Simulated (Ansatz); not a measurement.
In doubt: masses and optical values from hybrid runs of this build are listed as unsure, which bears on the screening that GW takes from such a start.

Rows from a G0W0 calculation on SnO2 (Cassiterite) (Ansatz 0.2.0; G0W0 on HSE06, plane waves, PAW; 4×4×6 mesh, 566 empty bands, screening to 230 eV), in eV. Spin-orbit coupling is left out.

```csv
row,k,band,start,Σx,Σc at the solution,Vxc
A,Γ,c2,16.380,-11.291,-4.573,-16.331
B,Γ,c1,11.223,-13.646,-3.704,-17.738
C,Γ,v1,8.183,-27.190,4.371,-22.490
D,Γ,v2,7.469,-26.550,4.091,-22.135
```

Work out each quasiparticle level and how far it moved.

The quasiparticle equation reads E = start + Σx + Σc(E) − Vxc.

```
row  E (eV)  shift (eV)
  A  16.846      +0.467
  B  11.611      +0.388
  C   7.854      −0.329
  D   7.144      −0.324
```

The gap over the computed points goes from 3.04 eV to 3.76 eV.

Limits: not at the basis limit; no spin-orbit coupling.

[Paths, hosts, dates, memory and timing lines, banners, echoed tables and standing remarks are left out of the program output.]

[Logs are printed without paths, hosts, clocks, repeated set-up lines and the standing remarks that a program may print on its own settings, such as how far it seeks lower states.]

[Runs of the session that timed out or met a known fault of the program may be left out.]

[Cells called generated may have been cut or substituted from an entry of the Crystallography Open Database or the Materials Project.]

[Hosts, paths, dates, database ids (printed as entryN), source tags and the programs' standing remarks are cut or masked in the printed files.]
